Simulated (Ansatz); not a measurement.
**BaTiO3 (P4mm): least direct gap against volume**

The cell of BaTiO3 (P4mm) is scaled evenly and the response computed anew at each volume, on one mesh. The atoms keep their fractional positions.

The structure is tetragonal, space group P4mm (No. 99). Conventional cell: a = 4.000 Å, b = 4.000 Å, c = 4.018 Å, α = 90.00°, β = 90.00°, γ = 90.00°. Around Ba on site a lie 12 O at 2.79 to 2.88 Å. Ti on site b has 6 O at 1.89 to 2.13 Å as nearest neighbours. O on site c is surrounded by 2 Ti at 2.00 Å. O on site b is surrounded by 2 Ti at 1.89 to 2.13 Å.

Method: Ansatz 0.2.0, PBE, independent particles, k-mesh 6×6×6 with interpolation inside its cells, Gaussian parameter 0.1 eV.

Launch of the response step: `ansatz run input.yaml --threads 4 --pin off --max-ram 8192MiB --backend cpu --events-out ev --progress --plain --runs-dir out`. The series took 3.1 min in all, on 4 threads of Intel(R) Xeon(R) 6975P-C (Granite Rapids) (shared host).

| V/V₀ | V (Å³, primitive cell) | least direct gap (eV) |
| --- | --- | --- |
| 0.94 | 60.42 | 2.1628 |
| 0.96 | 61.71 | ? |
| 0.98 | 63.00 | 2.1145 |
| 1.00 | 64.28 | 2.0876 |
| 1.02 | 65.57 | 2.0600 |
| 1.04 | 66.85 | 2.0314 |
| 1.06 | 68.14 | 2.0020 |

For small changes the quantity should be close to linear in ln V.

Working, on the rows shown:

| x = ln(V/V₀) | y = least direct gap |
| --- | --- |
| -0.0618754 | 2.1628 |
| -0.0202027 | 2.1145 |
| 0 | 2.0876 |
| 0.0198026 | 2.06 |
| 0.0392207 | 2.0314 |
| 0.0582689 | 2.002 |

Means: x̄ = 0.005869, ȳ = 2.0764. Σ(x − x̄)(y − ȳ) = -0.01254, Σ(x − x̄)² = 0.009356. Slope = -0.01254 / 0.009356 = -1.34; intercept = ȳ − slope · x̄ = 2.0842. The line misses the rows shown by at most 0.0044 eV.

Q: Fill in the last column of the withheld row.

A: At x = -0.040822 the line gives y = 2.139 eV. The run gave 2.1393 eV, so the interpolation is off by 0.00033 eV, 0.2 % of the range in the table.

Between the rows on either side of x = 0 the slope is (2.06 − 2.1145) / (0.019803 − (-0.020203)) = -1.362. That is a volume deformation potential of -1.4 eV: the least direct gap on this mesh widens by 14 meV for each per cent of compression. The cell comes from an older database entry, whose edges can be off by a per cent or so. PBE gaps are as a rule too small. Spin-orbit coupling is left out.
